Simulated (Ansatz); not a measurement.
## Photoemission of Si(111) with OH, oxygen in 1 back bond

What would XPS and angle-resolved spectra of Si(111) with OH, oxygen in 1 back bond look like?

Program: Ansatz 0.2.0. Level of theory: DFT, PBE, plane-wave PAW, default files, scalar-relativistic. Results are calculated unless marked as measured.

## (1) The structure

The cell holds 37 atoms: 8 H, 5 O and 24 Si. Cell: a = 7.679 Å, b = 7.679 Å, c = 24.934 Å, α = 90.0°, β = 90.0°, γ = 60.0°. It derives from Si. How the cell was made: terminated face; group: OH; share of top atoms: 1; rest: H; oxygen in back bonds: 1; lower face: H. Regions: ad, 9 atoms (5 O and 4 H); L1, 4 atoms (4 Si); L2, 4 atoms (4 Si); L3, 4 atoms (4 Si); mid, 4 atoms (4 Si); rest, 12 atoms (8 Si and 4 H). Vacuum lies along c.

## (2) Bands by layer

The main run: bands along the zone's path, each state's share in the top and middle regions, the DOS and the planar potential. The cell holds 4 small cells, so the bands are unfolded.

Input file input.yaml:

```yaml
crystal:
  lattice:
    - [7.6791796437, 0.0, 0.0]
    - [3.8395898218, 6.6503646517, 0.0]
    - [0.0, 0.0, 24.9337769138]
  atoms:
    - { symbol: H, position: [0.2270276088, -0.2647067514, 0.7023868021] }
    - { symbol: H, position: [0.474553584, 0.1104629683, 0.7109306493] }
    - { symbol: H, position: [-0.0037149712, 0.6302513517, 0.7050992876] }
    - { symbol: H, position: [0.5899285043, 0.5314237482, 0.7071814505] }
    - { symbol: O, position: [0.0824425349, -0.1740813898, 0.6949355263] }
    - { symbol: O, position: [0.4972157628, -0.0077344699, 0.6910525496] }
    - { symbol: O, position: [-0.0239683068, 0.5219388768, 0.6910719159] }
    - { symbol: O, position: [0.4774529384, 0.5279070264, 0.6902243578] }
    - { symbol: O, position: [0.8974082685, 0.1775126001, 0.6439175711] }
    - { symbol: Si, position: [0.0308788939, -0.0659034973, 0.6345473493] }
    - { symbol: Si, position: [0.4970614842, 0.0103165732, 0.6240636121] }
    - { symbol: Si, position: [-0.0065974835, 0.5132058701, 0.6240382612] }
    - { symbol: Si, position: [0.4884886637, 0.5207353487, 0.6216723737] }
    - { symbol: Si, position: [0.8211433832, 0.3559601797, 0.5964200215] }
    - { symbol: Si, position: [0.3281872523, 0.3442617981, 0.5929258007] }
    - { symbol: Si, position: [0.8268368677, 0.8374910158, 0.5895402411] }
    - { symbol: Si, position: [0.329435146, 0.848358922, 0.5896832701] }
    - { symbol: Si, position: [0.8375128084, 0.3244947182, 0.5003493516] }
    - { symbol: Si, position: [0.3329487413, 0.3347364689, 0.497851529] }
    - { symbol: Si, position: [0.8327058081, 0.8327487711, 0.4958483637] }
    - { symbol: Si, position: [0.3338907182, 0.834025117, 0.495856645] }
    - { symbol: Si, position: [0.1669834451, 0.1675233025, 0.4652782422] }
    - { symbol: Si, position: [0.6659417044, 0.1665911187, 0.4653063871] }
    - { symbol: Si, position: [0.1668048737, 0.666659387, 0.4651224139] }
    - { symbol: Si, position: [0.6699367725, 0.6598506305, 0.4660104366] }
    - { symbol: Si, position: [0.166666667, 0.166666667, 0.370732161] }
    - { symbol: Si, position: [0.666666667, 0.166666667, 0.370732161] }
    - { symbol: Si, position: [0.166666667, 0.666666667, 0.370732161] }
    - { symbol: Si, position: [0.666666667, 0.666666667, 0.370732161] }
    - { symbol: Si, position: [0.0, 0.0, 0.339298776] }
    - { symbol: Si, position: [0.5, 0.0, 0.339298776] }
    - { symbol: Si, position: [0.0, 0.5, 0.339298776] }
    - { symbol: Si, position: [0.5, 0.5, 0.339298776] }
    - { symbol: H, position: [0.0, 0.0, 0.280743668] }
    - { symbol: H, position: [0.5, 0.0, 0.280743668] }
    - { symbol: H, position: [0.0, 0.5, 0.280743668] }
    - { symbol: H, position: [0.5, 0.5, 0.280743668] }
kpoints:
  mp_grid: { grid: [3, 3, 1] }
scf:
  occupations: { method: fermi_dirac, width: 0.02 }
  n_extra_bands: 36
hamiltonian:
  xc: pbe
  pseudopotentials: { kind: paw }
output:
  forces: true
  write_potential: true
  volumetric_format: []
  efg: { contact_densities: true }
  dos:
    projected:
      site_lists:
        adsorbate: [4, 0, 8, 5, 1, 6, 2, 7, 3]
        layer_1: [9, 10, 11, 12]
        layer_2: [13, 14, 15, 16]
        layer_3: [17, 18, 19, 20]
        middle: [21, 22, 23, 24]
        other_layers: [25, 26, 27, 28, 29, 30, 31, 32, 33, 34, 35, 36]
    de: 0.05
    e_range: [-30, 12]
    method: { smearing: { sigma: 0.12, scheme: gaussian } }
  eigenstates:
    kpoints:
      - [0.33333333, -0.33333333, 0.0]
      - [0.25, -0.375, 0.0]
      - [0.16666667, -0.41666667, 0.0]
      - [0.08333333, -0.45833333, 0.0]
      - [0.0, 0.5, 0.0]
      - [-0.08333333, 0.45833333, 0.0]
      # [... 29 more points ...]
      - [0.25, 0.5, 0.0]
      - [0.29166667, -0.41666667, 0.0]
    e_range: [-8.0, 6.0]
    unfold:
      supercell_matrix: [[2, 0, 0], [0, 2, 0], [0, 0, 1]]
      layers:
        axis: 3
        edges: [0.120319, 0.387545, 0.393951, 0.597723, 0.609045, 0.871352]
efield:
  axis: 3
  dipole_correction: true
```

Command:

```console
$ ansatz run input.yaml --threads 4 --pin off --max-ram 8192MiB --backend cpu --events-out ev --progress --plain --runs-dir out
```

Numbers of over 12 decimals in the logs are rounded to 6 here.

What it wrote:

```text
scf.n_extra_bands = 36 over 67 filled bands (N_el = 134.0): the run solves 103 bands
Engine: ansatz 0.2.0, x86_64-unknown-linux-gnu
Pseudopotentials: kind: paw
Pseudopotential: H, paw, valence charge 1, recommended cutoff 420 eV (normal), H.paw.azcp
Pseudopotential: O, paw, valence charge 6, recommended cutoff 420 eV (normal), O.paw.azcp
Pseudopotential: Si, paw, valence charge 4, recommended cutoff 420 eV (normal), Si.paw.azcp
Functional definition: PBE
  parameter kappa = 0.804
  parameter beta = 0.066725
  exchange = pbe_x(kappa = kappa, mu = beta*pi^2/3)
  correlation = pbe_c(beta = beta)
Crystal: 37 atoms, lattice volume = 1273.352 Å³
Basis set: ecut = 420 eV, 24833 PW (Γ), exchange–correlation on 108×108×360 points (8 copies of the dense FFT grid, shifted against one another)
Bands: 103, of which v1, the nominal top of the filled ones, is band 67 counted from 1 (66 counted from 0)
Symmetry: 1 space group operations
Space group: P1 (ITA 1), of the structure as read, at distance tolerance 1.1e-4 Å
k-points: 5 of 9 (time reversal used)
Non-local potential: H, projectors of the file, l = 0: 2, l = 1: 1
Non-local potential: O, projectors of the file, l = 0: 2, l = 1: 2, l = 2: 1
Non-local potential: Si, projectors of the file, l = 0: 2, l = 1: 2, l = 2: 2
PAW form: soft (Blöchl's): semilocal exchange-correlation on the pseudo side does not see the compensation charge
PAW one-centre angular grid: H, 110 points (default); XC on 64 Gauss nodes
PAW one-centre angular grid: O, 110 points (default); XC on 64 Gauss nodes
PAW one-centre angular grid: Si, 110 points (default); XC on 64 Gauss nodes
Initial density: superposition of atomic densities (neutral atoms: chi_scale 0, normalization atom), corrected by the library's trained network
Initial wavefunctions: pseudopotential atomic-orbital guess
Functional: x = pbe(κ = 0.804, μ = 0.219515), c = pbe(β = 0.066725)
SCF iter   1: F=—  HF=-18225.578960 eV  |F-HF|=—  |Δ(HF+E_count)|=         —  Δρ=2.59e-3  dr2=5.98e-1  ethr=1.77e-3  p=-0.084 e·Å  D=-1.19e-2 V/Å  ΔV_dip=0.30 eV  dr2_dipole=3.35e-3  V_vac-E_F(+/−)=3.99/3.69 eV  ⟨swp⟩=8.2  Hψ=2875  notcnv=0  defer=41
efield: sawtooth ramp at fractional position 0.9458 (placed from the atoms, in the widest stretch of the axis that holds none; the zero of the levels goes with the place), width 0.1000; the density the first Hamiltonian is built on has a dipole p = -0.084 e·Å; the dipole correction subtracts the counter field D = -1.19e-2 V/Å, which shifts the + side's vacuum level by +0.30 eV against the − side's; the planar-averaged density in the ramp window peaks in size at 1.8e-5 e/Å³
preconditioner: auto → Resta (q_TF=auto, 1.875 Å⁻¹)  ε∞=2.8  [insulator: Δε(μ)=1.057 eV  Ē_g=8.641 eV  σ=0.020 eV  W_gap=1.00  n_scr=134 (ndim 8)  ℏωp=11.6 eV  f_vac=0.507  D(μ)=0.00/eV (n_scr^D=0)  ε∞_Penn≈2.8  vacuum switching on, ρ_ref=5.4e-3 e/Å³]
SCF iter   2: F=—  HF=-18225.494175 eV  |F-HF|=—  |Δ(HF+E_count)|=   8.48e-2  Δρ=1.61e-3  dr2=5.38e-2  ethr=4.46e-4  p=-0.049 e·Å  D=-6.97e-3 V/Å  ΔV_dip=0.17 eV  dr2_dipole=4.99e-3  V_vac-E_F(+/−)=4.32/4.15 eV  ⟨swp⟩=3.2  Hψ=733  notcnv=0  defer=146
SCF iter   3: F=—  HF=-18225.488571 eV  |F-HF|=—  |Δ(HF+E_count)|=   5.60e-3  Δρ=6.07e-4  dr2=5.65e-3  ethr=4.02e-5  p=-0.088 e·Å  D=-1.25e-2 V/Å  ΔV_dip=0.31 eV  dr2_dipole=2.14e-4  V_vac-E_F(+/−)=4.34/4.03 eV  ⟨swp⟩=3.4  Hψ=691  notcnv=0  defer=146
SCF iter   4: F=—  HF=-18225.490129 eV  |F-HF|=—  |Δ(HF+E_count)|=   1.56e-3  Δρ=2.40e-4  dr2=2.41e-3  ethr=4.22e-6  p=-0.077 e·Å  D=-1.10e-2 V/Å  ΔV_dip=0.27 eV  dr2_dipole=9.05e-4  V_vac-E_F(+/−)=4.36/4.09 eV  ⟨swp⟩=2.2  Hψ=707  notcnv=0  defer=146
SCF iter   5: F=—  HF=-18225.490327 eV  |F-HF|=—  |Δ(HF+E_count)|=   1.98e-4  Δρ=1.21e-4  dr2=4.68e-4  ethr=1.80e-6  p=-0.095 e·Å  D=-1.35e-2 V/Å  ΔV_dip=0.34 eV  dr2_dipole=1.42e-4  V_vac-E_F(+/−)=4.40/4.07 eV  ⟨swp⟩=2.0  Hψ=478  notcnv=0  defer=146
SCF iter   6: F=—  HF=-18225.490332 eV  |F-HF|=—  |Δ(HF+E_count)|=   4.80e-6  Δρ=4.41e-5  dr2=2.90e-5  ethr=3.49e-7  p=-0.092 e·Å  D=-1.30e-2 V/Å  ΔV_dip=0.33 eV  dr2_dipole=3.43e-7  V_vac-E_F(+/−)=4.41/4.08 eV  ⟨swp⟩=2.0  Hψ=573  notcnv=0  defer=146
SCF iter   7: F=—  HF=-18225.490157 eV  |F-HF|=—  |Δ(HF+E_count)|=   1.75e-4  Δρ=1.82e-5  dr2=5.37e-6  ethr=2.17e-8  p=-0.092 e·Å  D=-1.31e-2 V/Å  ΔV_dip=0.33 eV  dr2_dipole=4.29e-7  V_vac-E_F(+/−)=4.41/4.08 eV  ⟨swp⟩=2.0  Hψ=831  notcnv=0  defer=146
SCF iter   8: F=—  HF=-18225.490159 eV  |F-HF|=—  |Δ(HF+E_count)|=   2.29e-6  Δρ=5.56e-6  dr2=3.80e-7  ethr=4.01e-9  p=-0.092 e·Å  D=-1.31e-2 V/Å  ΔV_dip=0.33 eV  dr2_dipole=2.73e-9  V_vac-E_F(+/−)=4.41/4.08 eV  ⟨swp⟩=2.0  Hψ=694  notcnv=0  defer=146
SCF iter   9: F=-18225.490159 eV  HF=-18225.490159 eV  |F-HF|=4.98e-9  |Δ(HF+E_count)|=   2.20e-7  Δρ=2.32e-6  dr2=6.19e-8  ethr=7.46e-11  p=-0.092 e·Å  D=-1.31e-2 V/Å  ΔV_dip=0.33 eV  dr2_dipole=1.91e-9  V_vac-E_F(+/−)=4.41/4.08 eV  ⟨swp⟩=23.6  Hψ=5529  notcnv=0
SCF 1 converged in 9 iterations: F = -18225.490159 eV  dr2 = 6.19e-8
  greatest PAW one-centre occupation: 0.869 electrons in one spin orbital (limit 2), on the O atom at site 8 (counted from 0), in its partial waves of l = 0
NSCF: frozen V_eff on 37 k-points
efield: sawtooth ramp at fractional position 0.9458 (kept from the solve that this one continues, or follows in the run), width 0.1000; the density the first Hamiltonian is built on has a dipole p = -0.092 e·Å; the dipole correction subtracts the counter field D = -1.31e-2 V/Å, which shifts the + side's vacuum level by +0.33 eV against the − side's; the planar-averaged density in the ramp window peaks in size at 1.9e-6 e/Å³
WARN: The output density's exchange-correlation potential varies sharply where the density is thin. Do not read a vacuum level from v_tot or v_xc, or from such a field of the output density. On a cell that repeats whose density bears no net charge and no dipole along the vacuum's axis use v_es (v_loc + v_h of the components); under efield.dipole_correction with no amplitude use v_es + v_field, which holds any externa [...]
SCF converged after 9 iterations
Free energy (F): -18225.490159 eV
Harris-Foulkes:  -18225.490159 eV  (|F-HF|=4.98e-9)
Internal energy: -18225.490159 eV  (E = F + TS)
E sigma→0 (E₀):  -18225.490159 eV
Fermi energy:    0.316141 eV
Dipole field:    D = -0.013099 V/Å  (p = -0.092177 e·Å, saw-weighted, corrected)
Work function:   Φ+ = 4.4110 eV   Φ− = 4.0844 eV
Levels:          The Fermi level and band energies are counted from a zero that moves with the ramp; work functions are not
--- Per-component energies (eV) ---
[...]
atom  14  Si    -0.00009423    -0.00018229     0.00196481
  atom  15  Si     0.00010839    -0.00005731    -0.00003583
  atom  16  Si     0.00056569     0.00093877     0.00028984
  atom  17  Si     0.00088809    -0.00073514    -0.00015795
  atom  18  Si    -0.00123718     0.00045867     0.00079422
  atom  19  Si     0.00017966     0.00003810     0.00039900
  atom  20  Si    -0.00005902     0.00076000     0.00012735
  atom  21  Si    -0.00087086    -0.00143205     0.00067481
  atom  22  Si     0.00002182     0.00043291     0.00024678
  atom  23  Si    -0.00014075     0.00007864    -0.00027721
  atom  24  Si     0.00014561     0.00000052    -0.00053030
  atom  25  Si    -0.00018322    -0.00018229     0.00014185
  atom  26  Si    -0.00544681     0.07986422    -0.09969977
  atom  27  Si     0.00993243     0.06689516    -0.09341152
  atom  28  Si     0.01120763    -0.01714167    -0.13536625
  atom  29  Si    -0.01358403    -0.13547110     0.02099622
  atom  30  Si    -0.00286455    -0.00781135     0.86859163
  atom  31  Si     0.00178465     0.03247769     0.91355832
  atom  32  Si    -0.00554783    -0.01030488     0.81345482
  atom  33  Si     0.00595936    -0.00363650     0.80711287
  atom  34  H      0.00202617     0.00328718    -0.77170362
  atom  35  H     -0.00020487    -0.02390165    -0.76664967
  atom  36  H      0.00584191     0.00945441    -0.77797075
  atom  37  H     -0.00633380     0.00343268    -0.77891813
  max |Σ_I F_I| component: 1.48e-4 eV/Å
--- PAW observables at the nuclei: V_zz in 10²¹ V/m², potentials from the cell's mean, atoms counted from 1 ---
  atom   1  H  V_zz =    +3.343022   η = 0.0752   by run symmetry: allowed
            electrostatic potential = -31.490514 V   contact ρ = 2.810662 e/Å³
  atom   2  H  V_zz =    +4.323318   η = 0.0628   by run symmetry: allowed
            electrostatic potential = -31.450890 V   contact ρ = 3.004467 e/Å³
  atom   3  H  V_zz =    +3.651449   η = 0.0630   by run symmetry: allowed
            electrostatic potential = -31.904564 V   contact ρ = 2.889137 e/Å³
  atom   4  H  V_zz =    +4.143269   η = 0.0683   by run symmetry: allowed
            electrostatic potential = -31.247269 V   contact ρ = 2.972100 e/Å³
  atom   5  O  V_zz =   +10.608380   η = 0.6679   by run symmetry: allowed
            electrostatic potential = -613.656718 V   contact ρ = 2155.535472 e/Å³
  atom   6  O  V_zz =   +13.120436   η = 0.6637   by run symmetry: allowed
            electrostatic potential = -613.590192 V   contact ρ = 2155.758010 e/Å³
  atom   7  O  V_zz =   +11.109773   η = 0.7673   by run symmetry: allowed
            electrostatic potential = -613.980670 V   contact ρ = 2156.081072 e/Å³
  atom   8  O  V_zz =   +12.409509   η = 0.7271   by run symmetry: allowed
            electrostatic potential = -613.269187 V   contact ρ = 2155.649618 e/Å³
  atom   9  O  V_zz =    +7.404233   η = 0.8723   by run symmetry: allowed
            electrostatic potential = -613.849572 V   contact ρ = 2156.480806 e/Å³
  atom  10  Si V_zz =    -1.299309   η = 0.4790   by run symmetry: allowed
            electrostatic potential = -1350.496113 V   contact ρ = 12807.721376 e/Å³
  atom  11  Si V_zz =    +1.504813   η = 0.3949   by run symmetry: allowed
            electrostatic potential = -1350.731620 V   contact ρ = 12809.426460 e/Å³
  atom  12  Si V_zz =    -1.797781   η = 0.8934   by run symmetry: allowed
            electrostatic potential = -1351.204825 V   contact ρ = 12809.319686 e/Å³
  atom  13  Si V_zz =    +3.868841   η = 0.4559   by run symmetry: allowed
            electrostatic potential = -1351.008359 V   contact ρ = 12809.763516 e/Å³
  atom  14  Si V_zz =    +3.979634   η = 0.9782   by run symmetry: allowed
            electrostatic potential = -1351.054401 V   contact ρ = 12809.805806 e/Å³
  atom  15  Si V_zz =    +0.951476   η = 0.5564   by run symmetry: allowed
            electrostatic potential = -1351.688236 V   contact ρ = 12810.522336 e/Å³
  atom  16  Si V_zz =    -1.021798   η = 0.9761   by run symmetry: allowed
            electrostatic potential = -1352.105925 V   contact ρ = 12810.228373 e/Å³
  atom  17  Si V_zz =    -0.946957   η = 0.8051   by run symmetry: allowed
            electrostatic potential = -1352.024354 V   contact ρ = 12810.188816 e/Å³
  atom  18  Si V_zz =    +0.699084   η = 0.2332   by run symmetry: allowed
            electrostatic potential = -1351.234228 V   contact ρ = 12810.860756 e/Å³
  atom  19  Si V_zz =    +0.461566   η = 0.1945   by run symmetry: allowed
            electrostatic potential = -1351.269858 V   contact ρ = 12810.589870 e/Å³
  atom  20  Si V_zz =    +0.401910   η = 0.3708   by run symmetry: allowed
            electrostatic potential = -1351.374564 V   contact ρ = 12810.447790 e/Å³
  atom  21  Si V_zz =    +0.599416   η = 0.3818   by run symmetry: allowed
            electrostatic potential = -1351.342044 V   contact ρ = 12810.479427 e/Å³
  atom  22  Si V_zz =    -0.184898   η = 0.4569   by run symmetry: allowed
            electrostatic potential = -1351.342643 V   contact ρ = 12810.536854 e/Å³
  atom  23  Si V_zz =    -0.188113   η = 0.2592   by run symmetry: allowed
            electrostatic potential = -1351.342038 V   contact ρ = 12810.535029 e/Å³
  atom  24  Si V_zz =    +0.128613   η = 0.4596   by run symmetry: allowed
            electrostatic potential = -1351.343202 V   contact ρ = 12810.449479 e/Å³
  atom  25  Si V_zz =    +0.463273   η = 0.8985   by run symmetry: allowed
            electrostatic potential = -1351.226258 V   contact ρ = 12810.704465 e/Å³
  atom  26  Si V_zz =    +0.211338   η = 0.1621   by run symmetry: allowed
            electrostatic potential = -1351.473058 V   contact ρ = 12810.133299 e/Å³
  atom  27  Si V_zz =    +0.215190   η = 0.1872   by run symmetry: allowed
            electrostatic potential = -1351.473707 V   contact ρ = 12810.134953 e/Å³
  atom  28  Si V_zz =    +0.158677   η = 0.1397   by run symmetry: allowed
            electrostatic potential = -1351.487547 V   contact ρ = 12810.120603 e/Å³
  atom  29  Si V_zz =    +0.441459   η = 0.0769   by run symmetry: allowed
            electrostatic potential = -1351.449940 V   contact ρ = 12810.201950 e/Å³
  atom  30  Si V_zz =    -1.846035   η = 0.0221   by run symmetry: allowed
            electrostatic potential = -1351.536784 V   contact ρ = 12809.562724 e/Å³
  atom  31  Si V_zz =    -1.844705   η = 0.0712   by run symmetry: allowed
            electrostatic potential = -1351.512577 V   contact ρ = 12809.559467 e/Å³
  atom  32  Si V_zz =    -1.831467   η = 0.0334   by run symmetry: allowed
            electrostatic potential = -1351.563642 V   contact ρ = 12809.559614 e/Å³
  atom  33  Si V_zz =    -1.828506   η = 0.0201   by run symmetry: allowed
            electrostatic potential = -1351.567843 V   contact ρ = 12809.558449 e/Å³
  atom  34  H  V_zz =    +1.586868   η = 0.0005   by run symmetry: allowed
            electrostatic potential = -34.714021 V   contact ρ = 3.003144 e/Å³
  atom  35  H  V_zz =    +1.586783   η = 0.0006   by run symmetry: allowed
            electrostatic potential = -34.674738 V   contact ρ = 3.000388 e/Å³
  atom  36  H  V_zz =    +1.587857   η = 0.0004   by run symmetry: allowed
            electrostatic potential = -34.751386 V   contact ρ = 3.004994 e/Å³
  atom  37  H  V_zz =    +1.587906   η = 0.0002   by run symmetry: allowed
            electrostatic potential = -34.757237 V   contact ρ = 3.005275 e/Å³
--- Band table (eV; the first three rows and the last of 5) ---
  k-point 0: bands = [... 63 lower, -0.8181, -0.6175, -0.3685, -0.2076, 0.8181, 0.8825, 0.9366, 1.3103, ... 32 higher]
  k-point 1: bands = [... 63 lower, -1.4226, -1.1498, -0.8126, -0.2066, 0.9868, 1.3784, 1.6846, 1.7402, ... 32 higher]
  k-point 2: bands = [... 63 lower, -1.4734, -1.2430, -0.9953, -0.7054, 1.0424, 1.5449, 1.6814, 1.7667, ... 32 higher]
  k-point 4: bands = [... 63 lower, -1.6264, -1.4687, -1.4071, -0.9435, 1.6522, 1.9701, 2.1743, 2.2954, ... 32 higher]
```

Run time: 3.6 min. Hardware: 4 threads of Intel Xeon at 2.80GHz (Skylake/Cascade Lake), shared host; peak memory 5.2 GiB; 14 min of CPU time.

This step gave:

| Item | Value |
| --- | --- |
| free energy | -18225.4902 eV |
| Fermi energy | 0.3161 eV |
| symmetry operations | 1 |
| gap on the k-mesh | 1.025 eV |
| zero of energy | valence-band maximum |
| share of occupied states in no projected shell | 0.012 of the occupied states in the window |
| ionisation potential, upper face | 4.933 eV |
| upper vacuum level less the lowest empty level (Kohn–Sham affinity) | 3.909 eV |
| ionisation potential, lower face | 4.607 eV |

A(k,E), total over k along the path and E. Zero: valence-band maximum.

Values in eV⁻¹, 12 rows by 16 columns, each cell a mean:
```
1.88 2.33 3.62 3.89 3.68 3.80 2.29 2.64 4.57 3.10 2.42 1.95 1.41 1.26 2.52 2.02
0.80 1.28 1.83 2.78 3.25 3.71 4.98 4.76 2.88 2.00 1.44 1.39 1.66 2.07 1.86 0.79
2.05 1.89 1.87 1.90 2.35 2.92 2.65 2.81 2.55 1.76 1.89 1.58 1.31 1.93 1.80 2.06
0.39 0.33 0.29 0.29 0.31 0.54 1.19 0.86 0.66 1.20 1.51 1.99 2.28 1.45 0.62 0.42
0.07 0.12 0.11 0.08 0.11 0.23 0.81 0.51 0.18 0.14 0.17 0.24 0.25 0.12 0.07 0.06
0.23 0.18 0.24 0.39 1.18 2.75 4.00 3.63 2.03 1.17 0.72 0.58 0.52 0.33 0.25 0.23
1.04 1.17 1.42 2.27 2.81 2.97 1.59 2.22 3.12 2.60 2.40 2.13 2.06 1.67 1.16 1.04
1.61 1.85 2.49 2.40 2.23 0.81 0.42 0.46 1.41 1.83 1.78 2.01 2.08 2.37 2.08 1.65
2.98 3.05 2.55 2.33 1.88 1.66 1.68 1.67 1.71 2.20 2.27 2.21 2.30 2.45 2.84 2.98
1.85 1.63 1.76 1.84 1.33 1.16 1.10 1.11 1.12 1.43 1.47 1.16 1.04 1.18 1.61 1.85
1.10 1.30 1.33 0.90 0.85 0.73 0.63 0.66 0.82 0.98 1.32 1.23 0.73 0.70 0.80 1.04
1.62 1.40 1.07 0.81 0.61 0.71 0.79 0.77 0.69 0.75 1.04 1.52 1.99 1.97 1.79 1.66
```
Columns: k along the path (Å⁻¹) from 0 to 2.58; rows upwards: E (eV) from -7.18 to 4.99.

A(k,E), top over k along the path and E. Zero: valence-band maximum.

Ten even steps from '0' (0.01 eV⁻¹) to '9' (1.39 eV⁻¹), each cell a mean:
```
332234467853234686432111112333
222233344588778753333322223222
011122223235554322111111221110
111111222322222222221111122111
222222222233333222122111111112
111111111222122221112211111111
000000000001221001110111100000
000000000000000000000000000000
000000000000100000000000000000
000000000013442100000000000000
000000112454344432111111110000
111123344322112344322211221111
322222222221111223223333233333
122222233211111123333222222211
444444443333333333333333334444
667777778899999987788888766666
554455555544444456666677787655
556666656666666654444444445655
555554544322222334543221222345
333222111112222222233322222223
422112222122222211123344444444
123211000000000001111122222211
```
Columns: k along the path (Å⁻¹) from 0 to 2.58; rows upwards: E (eV) from -7.18 to 4.99.

(Continued in part 2 of 3.)

[Logs are printed without paths, hosts, clocks, repeated set-up lines and the standing remarks that a program may print on its own settings, such as how far it seeks lower states.]

[Hosts, paths, dates, database ids (printed as entryN), source tags and the programs' standing remarks are cut or masked in the printed files.]

[Maps of the electrostatic potential energy from Ansatz leave out the sawtooth potential of an applied field or a dipole correction, so their vacuum need not be flat; work functions include it.]
